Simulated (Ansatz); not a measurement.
# I on Pd(100): change of the work function, part 2 of 2

How does I on the top site change the work function of Pd(100) as the layer fills?

Ansatz 0.2.0; plane-wave DFT, PBE, Ansatz PAW.

So far, work function, upper face (eV): step 2 (the clean slab) 5.10; step 3 (17 atoms, coverage 0.25 ML, cell 2x2) 5.39; step 4 (18 atoms, coverage 0.5 ML, cell 2x2) 5.22.

## Step 5: Adsorbate added, k-mesh 11×11×1, coverage 1 ML

System of this step: Pd4I (I/Pd(100)). The cell holds 5 atoms: 4 Pd and 1 I. Cell: a = 2.751 Å, b = 2.751 Å, c = 26.851 Å, α = 90.0°, β = 90.0°, γ = 90.0°. Vacuum lies along c.

input.yaml

```yaml
crystal:
  lattice:
    - [2.7506453788, 0.0, 0.0]
    - [0.0, 2.7506453788, 0.0]
    - [0.0, 0.0, 26.8512539652]
  atoms:
    - { symbol: Pd, position: [0.5, 0.5, 0.3351798769] }
    - { symbol: Pd, position: [0.0, 0.0, 0.4076159726] }
    - { symbol: Pd, position: [0.5, 0.5, 0.4822850972] }
    - { symbol: Pd, position: [0.0, 0.0, 0.5561101163] }
    - { symbol: I, position: [0.0, 0.0, 0.6648201231] }
kpoints:
  mp_grid: { grid: [11, 11, 1] }
hamiltonian:
  xc: pbe
scf:
  occupations: { method: fermi_dirac, width: 0.1 }
  convergence: { dr2_threshold: 1.0e-08 }
efield:
  axis: 3
  dipole_correction: true
  ramp_position: 0.97
  ramp_width: 0.06
relax:
  f_tol: 0.02
  max_steps: 60
  constraints: [{ sites: [0, 1] }]
output:
  bader: true
  write_potential: true
  write_density: true
  volumetric_format: npy
```

The run is started by

```
> ansatz run input.yaml --threads 4 --pin off --max-ram 12288MiB --backend cpu --events-out ev --progress --plain --runs-dir out
```

Run time: 27 s. Hardware: 4 threads of Arm Neoverse V1, shared host; peak memory 0.6 GiB.

Relaxation path:

| step | energy less that of the first step (eV) | largest force component (eV/Å) |
| --- | --- | --- |
| 1 | 0.0000 | 0.2089 |
| 2 | -0.0056 | 0.0388 |
| 3 | -0.0059 | 0.0294 |
| 4 | -0.0063 | 0.0043 |

Forces are held to the 8 operations that the run works with; a distortion that breaks them can't arise in this run.

The atoms that moved most (Å):

| atom | dx | dy | dz | length |
| --- | --- | --- | --- | --- |
| I5 | 0.000 | 0.000 | -0.056 | 0.056 |
| Pd4 | 0.000 | 0.000 | 0.046 | 0.046 |
| Pd3 | 0.000 | 0.000 | 0.005 | 0.005 |

Final coordinates:

```cif
data_structure
_symmetry_space_group_name_H-M 'P 1'
_symmetry_Int_Tables_number 1
_cell_length_a 2.7506
_cell_length_b 2.7506
_cell_length_c 26.8513
_cell_angle_alpha 90.000
_cell_angle_beta 90.000
_cell_angle_gamma 90.000
_cell_volume 203.16
loop_
_atom_site_label
_atom_site_type_symbol
_atom_site_fract_x
_atom_site_fract_y
_atom_site_fract_z
_atom_site_occupancy
Pd1 Pd 0.50000 0.50000 0.33518 1
Pd2 Pd 0.00000 0.00000 0.40762 1
Pd3 Pd 0.50000 0.50000 0.48248 1
Pd4 Pd 0.00000 0.00000 0.55783 1
I5 I 0.00000 0.00000 0.66274 1
```

Running mean over 1.945 Å of the planar mean; the ramp of the sawtooth is left out. The electron's electrostatic potential energy less the Fermi level by z:

| z (Å) | electron's electrostatic potential energy less the Fermi level (eV) |
| --- | --- |
| 4 | 5.11 |
| 5 | 5.11 |
| 6 | 5.07 |
| 7 | 4.55 |
| 8 | -1.67 |
| 9 | -8.07 |
| 10 | -8.46 |
| 11 | -8.47 |
| 12 | -7.94 |
| 13 | -8.37 |
| 14 | -7.70 |
| 15 | -8.11 |
| 16 | -3.60 |
| 17 | -4.48 |
| 18 | -7.64 |
| 19 | -1.94 |
| 20 | 2.80 |
| 21 | 3.28 |
| 22 | 3.31 |
| 23 | 3.31 |

The relaxation took 4 steps and lowered the energy by 0.0063 eV; the largest force on the free atoms ends at 0.0043 eV/Å.

The covered face has 3.31 eV, -1.79 eV against the clean one; the bare back face has moved by +0.01 eV, a measure of how thin the slab is.

## Step 6: Work function against coverage

This step: plane-wave DFT, PBE, Ansatz PAW; work function against coverage (Ansatz 0.2.0).

The runs are now put side by side.

This step gave:

```
work function of the clean face     : 5.104 eV
largest change of the work function : -1.792 eV
```

Table of work function of the covered face by coverage:

| coverage (adsorbates/nm²) | work function of the covered face (eV) |
| --- | --- |
| 0.00 | 5.10 |
| 3.30 | 5.39 |
| 6.61 | 5.22 |
| 13.22 | 3.31 |

The dipole per adsorbate comes from the change of the cell's dipole. Coverage, by row:

| coverage (1/nm²) | coverage (ML) | work function (eV) | change (eV) | dipole per adsorbate, positive end outwards (debye) | mean height of the added atoms over the highest substrate atom (Å) |
| --- | --- | --- | --- | --- | --- |
| 3.304 | 0.25 | 5.388 | 0.2835 | -0.227 | 2.403 |
| 6.608 | 0.5 | 5.219 | 0.1144 | -0.046 | 2.473 |
| 13.22 | 1 | 3.313 | -1.792 | 0.362 | 2.817 |

## Step 7: The slab at 0.25 ML, atoms frozen

This step: plane-wave DFT, PBE, Ansatz PAW (Ansatz 0.2.0).

System of this step: Pd16I (I/Pd(100)). The cell holds 17 atoms: 16 Pd and 1 I. Cell: a = 5.501 Å, b = 5.501 Å, c = 26.851 Å, α = 90.0°, β = 90.0°, γ = 90.0°. Vacuum lies along c.

To see where the charge goes, the covered slab, the bare substrate and the adsorbate layer are each run at the same frozen positions and on the same grid.

input.yaml

```yaml
crystal:
  lattice:
    - [5.5012907576, 0.0, 0.0]
    - [0.0, 5.5012907576, 0.0]
    - [0.0, 0.0, 26.8512539652]
  atoms:
    - { symbol: Pd, position: [0.25, 0.25, 0.3351798769] }
    - { symbol: Pd, position: [0.0, 0.0, 0.4076159726] }
    - { symbol: Pd, position: [0.2508093056, 0.2508093056, 0.4822952777] }
    - { symbol: Pd, position: [0.0, 0.0, 0.5545152059] }
    - { symbol: Pd, position: [0.25, 0.75, 0.3351798769] }
    - { symbol: Pd, position: [0.0, 0.5, 0.4076159726] }
    - { symbol: Pd, position: [0.2508093056, 0.7491906944, 0.4822952777] }
    - { symbol: Pd, position: [0.0, 0.5, 0.5588290995] }
    - { symbol: Pd, position: [0.75, 0.25, 0.3351798769] }
    - { symbol: Pd, position: [0.5, 0.0, 0.4076159726] }
    - { symbol: Pd, position: [0.7491906944, 0.2508093056, 0.4822952777] }
    - { symbol: Pd, position: [0.5, 0.0, 0.5588290995] }
    - { symbol: Pd, position: [0.75, 0.75, 0.3351798769] }
    - { symbol: Pd, position: [0.5, 0.5, 0.4076159726] }
    - { symbol: Pd, position: [0.7491906944, 0.7491906944, 0.4822952777] }
    - { symbol: Pd, position: [0.5, 0.5, 0.5561098425] }
    - { symbol: I, position: [0.0, 0.0, 0.6483192865] }
kpoints:
  mp_grid: { grid: [6, 6, 1] }
hamiltonian:
  xc: pbe
scf:
  occupations: { method: fermi_dirac, width: 0.1 }
  convergence: { dr2_threshold: 1.0e-08 }
efield:
  axis: 3
  dipole_correction: true
  ramp_position: 0.97
  ramp_width: 0.06
output:
  write_potential: true
  write_density: true
  volumetric_format: npy
```

The job ended after 68 s (4 threads; peak memory 3.4 GiB).

This step gave:

```
energy at zero smearing        : -119073.8215 eV
work function, upper face      : 5.388 eV
work function, lower face      : 5.103 eV
dipole along the normal        : -0.04760 e·Å
step between the vacuum levels : 0.2846 eV
```

The work function of the upper face is 5.39 eV.

## Step 8: The substrate of the 0.25 ML cell alone

System of this step: I/Pd(100), substrate alone, atoms held. The cell holds 16 atoms: 16 Pd. Cell: a = 5.501 Å, b = 5.501 Å, c = 26.851 Å, α = 90.0°, β = 90.0°, γ = 90.0°. Vacuum lies along c.

The second part, atoms unmoved.

input.yaml, as its differences from that of step 7:

```diff
@@ -22,3 +22,2 @@
     - { symbol: Pd, position: [0.5, 0.5, 0.5561098425] }
-    - { symbol: I, position: [0.0, 0.0, 0.6483192865] }
 kpoints:
```

Wall time 60 s (4 threads); peak memory 3.2 GiB.

Numbers from this step:

```yaml
energy_at_zero_smearing: -111559.8100 eV
work_function_upper_face: 5.098 eV
dipole_along_the_normal: -4.69e-4 e·Å
```

The work function of the upper face is 5.10 eV.

## Step 9: The adsorbate layer of the 0.25 ML cell alone

System of this step: I/Pd(100), adsorbate layer alone, atoms held. The cell holds 1 atom: 1 I. Cell: a = 5.501 Å, b = 5.501 Å, c = 26.851 Å, α = 90.0°, β = 90.0°, γ = 90.0°. Vacuum lies along c.

The third part; a free layer of atoms may carry a moment, so spin is on.

input.yaml, the sections that differ from step 8:

```yaml
crystal:
  lattice:
    - [5.5012907576, 0.0, 0.0]
    - [0.0, 5.5012907576, 0.0]
    - [0.0, 0.0, 26.8512539652]
  atoms:
    - { symbol: I, position: [0.0, 0.0, 0.6483192865], spin: 1.0 }
magnetization:
  spin_polarized: true
# kpoints, hamiltonian, scf, efield, output: as in step 8
```

The job ended after 11 s (4 threads; peak memory 0.96 GiB).

This step gave:

- energy at zero smearing: -7511.6892 eV
- total moment: 0.9934 μB
- site moments: 0.9770 μB
- work function, upper face: 6.701 eV
- dipole along the normal: 2.34e-6 e·Å

Site moment by atom:

| atom | site moment (μB) |
| --- | --- |
| I1 | 0.977 |

The free layer carries a moment of 1.0 μB a cell.

## Step 10: Where the charge went at 0.25 ML

This step: plane-wave DFT, PBE, Ansatz PAW; density difference on adsorption (Ansatz 0.2.0).

The densities of the parts are taken from that of the whole and averaged over planes; the first moment of what is left gives the step in the potential.

Numbers from this step:

```
largest charge moved                 : -0.003000 e/Å²
potential step from the moved charge : 0.2827 eV
```

The electron density difference oscillates, so the rows of the table below give means over windows of 1 Å about each position, cut where the curve ends. Its maxima inside the range that stand out by 2 % of the span (Å: e/Å³): 9.4: 1.0e-4, 10.6: 1.8e-4, 12.5: 0.00121, 13.4: 0.00257, 14.6: 0.00280, 15.1: 0.00171, 16.3: 0.00396, 17.5: 0.00442. Its minima: 9.0: -2.1e-4, 10.0: -1.5e-4, 11.5: -1.7e-4, 13.0: -0.00272, 14.2: -0.00323, 14.9: -0.00204, 15.5: -0.00722, 16.9: -0.00163, 18.6: -0.00182.

Planar mean, whole system less its parts. The electron density difference by z; means over each step:

| z (Å) | electron density difference (e/Å³) |
| --- | --- |
| 5 | 9.9e-8 |
| 6 | 2.1e-6 |
| 7 | 1.6e-5 |
| 8 | 9.1e-6 |
| 9 | -3.3e-5 |
| 10 | -5.4e-5 |
| 11 | 7.4e-5 |
| 12 | 2.4e-4 |
| 13 | 2.2e-4 |
| 14 | -0.00103 |
| 15 | -5.1e-4 |
| 16 | -3.5e-4 |
| 17 | 0.00128 |
| 18 | 0.00158 |
| 19 | -0.00124 |
| 20 | -1.9e-4 |
| 21 | -1.4e-5 |
| 22 | -8.3e-7 |
| 23 | -4.2e-8 |

The electrons moved below z oscillates, so the rows of the table below give means over windows of 1 Å about each position, cut where the curve ends. Its maxima inside the range that stand out by 2 % of the span (Å: e/Å²): 12.7: 4.9e-4, 13.6: 7.2e-4, 14.6: -7.8e-5, 15.2: -1.5e-5, 16.6: -0.00122, 18.2: 0.00171. Its minima: 10.3: -7.8e-5, 13.1: -2.1e-4, 14.3: -7.4e-4, 14.9: -5.1e-4, 15.8: -0.00300, 17.0: -0.00165.

Planar mean, whole system less its parts. The electrons moved below z by z; means over each step:

z (Å), electrons moved below z (e/Å²) and a bar from the least value:
```
        5    0.00000 ###################
        6    0.00000 ###################
        7    0.00001 ###################
        8    0.00003 ####################
        9    0.00000 ###################
       10   -0.00005 ###################
       11    0.00000 ###################
       12    0.00007 ####################
       13    0.00020 #####################
       14    0.00004 ####################
       15   -0.00038 ################
       16   -0.00226 
       17   -0.00113 ##########
       18    0.00125 ##############################
       19    0.00060 ########################
       20    0.00006 ####################
       21    0.00000 ###################
       22    0.00000 ###################
       23    0.00000 ###################
       24    0.00000 ###################
       25    0.00000 ###################
       26    0.00000 ###################
```

## Step 11: A changed input

This step: plane-wave DFT, PBE, Ansatz PAW (Ansatz 0.2.0).

System of this step: Pd4I (I/Pd(100)). The cell holds 5 atoms: 4 Pd and 1 I. Its edges and angles: a = 2.751 Å, b = 2.751 Å, c = 26.851 Å, α = 90.0°, β = 90.0°, γ = 90.0°. Vacuum lies along c.

An input spoilt on purpose, to show how the run answers: it repeats the earlier run at 1 ML with efield.amplitude to 0 and efield.dipole_correction from true to false, and scf.max_iter set to 100.

input.yaml

```yaml
crystal:
  lattice:
    - [2.7506453788, 0.0, 0.0]
    - [0.0, 2.7506453788, 0.0]
    - [0.0, 0.0, 26.8512539652]
  atoms:
    - { symbol: Pd, position: [0.5, 0.5, 0.3351798769] }
    - { symbol: Pd, position: [0.0, 0.0, 0.4076159726] }
    - { symbol: Pd, position: [0.5, 0.5, 0.4822850972] }
    - { symbol: Pd, position: [0.0, 0.0, 0.5561101163] }
    - { symbol: I, position: [0.0, 0.0, 0.6648201231] }
kpoints:
  mp_grid: { grid: [11, 11, 1] }
hamiltonian:
  xc: pbe
scf:
  occupations: { method: fermi_dirac, width: 0.1 }
  convergence: { dr2_threshold: 1.0e-08 }
  max_iter: 100
efield:
  axis: 3
  dipole_correction: false
  ramp_position: 0.97
  ramp_width: 0.06
  amplitude: 0
relax:
  f_tol: 0.02
  max_steps: 60
  constraints: [{ sites: [0, 1] }]
output:
  bader: true
  write_potential: true
  write_density: true
  volumetric_format: npy
```

Run time: 0.03 s. Hardware: 4 threads; peak memory 0.031 GiB.

The input was rejected at the start.

The program's message: “Error: invalid value for `efield.amplitude`: is zero with dipole_correction: false — the section would apply nothing; set a non-zero amplitude, enable dipole_correction, or remove the block”

The fault put into the input: a field block that applies nothing.

## Step 12: A changed input: scf.n_extra_bands = 16 and basis.ecutwfc = "33.1 Ry"

System of this step: Pd(100). The cell holds 4 atoms: 4 Pd. Cell: a = 2.751 Å, b = 2.751 Å, c = 23.835 Å, α = 90.0°, β = 90.0°, γ = 90.0°. Vacuum lies along c.

Another changed input: it repeats the earlier run at 0 ML with scf.n_extra_bands to 16 and basis.ecutwfc to 33.1 Ry.

input.yaml

```yaml
crystal:
  lattice:
    - [2.7506453788, 0.0, 0.0]
    - [0.0, 2.7506453788, 0.0]
    - [0.0, 0.0, 23.835]
  atoms:
    - { symbol: Pd, position: [0.5, 0.5, 0.3775959723] }
    - { symbol: Pd, position: [0.0, 0.0, 0.4591986574] }
    - { symbol: Pd, position: [0.5, 0.5, 0.5408013426] }
    - { symbol: Pd, position: [0.0, 0.0, 0.6224040277] }
kpoints:
  mp_grid: { grid: [11, 11, 1] }
hamiltonian:
  xc: pbe
scf:
  occupations: { method: fermi_dirac, width: 0.1 }
  convergence: { dr2_threshold: 1.0e-08 }
  n_extra_bands: 16
efield:
  axis: 3
  dipole_correction: true
  ramp_position: 0.97
  ramp_width: 0.06
relax:
  f_tol: 0.02
  max_steps: 60
  constraints: [{ sites: [0, 1] }]
output:
  write_potential: true
  write_density: true
  volumetric_format: npy
basis:
  ecutwfc: "33.1 Ry"
```

Elapsed: 15 s, on 4 threads; peak memory 0.57 GiB.

The steps of the relaxation:

| step | energy less that of the first step (eV) | largest force component (eV/Å) |
| --- | --- | --- |
| 1 | 0.0000 | 0.2000 |
| 2 | -0.0116 | 0.0660 |
| 3 | -0.0128 | 0.0023 |

Forces are held to the 8 operations that the run works with; a distortion that breaks them can't arise in this run.

The atoms that moved most (Å):

| atom | dx | dy | dz | length |
| --- | --- | --- | --- | --- |
| Pd4 | 0.000 | 0.000 | 0.097 | 0.097 |
| Pd3 | 0.000 | 0.000 | 0.060 | 0.060 |

The relaxed structure:

```xyz
4
Lattice="2.7506 0.0000 0.0000 0.0000 2.7506 0.0000 0.0000 0.0000 23.8350" Properties=species:S:1:pos:R:3
Pd    1.3753    1.3753    9.0000
Pd    0.0000    0.0000   10.9450
Pd    1.3753    1.3753   12.9499
Pd    0.0000    0.0000   14.9321
```

This step gave:

```
energy at zero smearing   : -27889.9575 eV
work function, upper face : 5.104 eV
dipole along the normal   : -1.34e-4 e·Å
```

| quantity | this run | earlier run | difference |
| --- | --- | --- | --- |
| work function, upper face (eV) | 5.104 | 5.104 | 5.6e-5 |
| dipole along the normal (e·Å) | -1.34e-4 | -1.27e-4 | -6.7e-6 |

Nothing in the table moves by 0.01 in its unit (for the dipole 0.5 % and 5e-5 e·Å).

## Step 13: What came out

| Quantity | Value |
| --- | --- |
| work function of the clean face | 5.10 eV |
| work function at 0.25 ML | 5.39 eV |
| work function at 0.5 ML | 5.22 eV |
| work function at 1 ML | 3.31 eV |
| dipole per adsorbate at 0.25 ML, positive end outwards | -0.23 D |
| step of the potential from the moved charge at 0.25 ML, upper less lower side, atoms held | 0.283 eV |

In words: I raises the work function of Pd(100) at the lowest coverage, by 0.28 eV: the adsorbate layer has its negative end outwards. The change reverses its sign between the lowest and the highest coverage, while the adsorbate's height goes from 2.4 to 2.8 Å. At the highest coverage the adsorbates are pressed to about 2.8 Å, closer than unbonded atoms of this kind usually come, so a real layer may not reach it. The slab has 4 layers, at the tabulated experimental lattice constant, one starting site was run, and quantum-size effects of a slab this thin can reach one or two tenths of an eV.

[Logs are printed without paths, hosts, clocks, repeated set-up lines and the standing remarks that a program may print on its own settings, such as how far it seeks lower states.]

[Hosts, paths, dates, database ids (printed as entryN), source tags and the programs' standing remarks are cut or masked in the printed files.]

[Maps of the electrostatic potential energy from Ansatz leave out the sawtooth potential of an applied field or a dipole correction, so their vacuum need not be flat; planar profiles and work functions include it.]
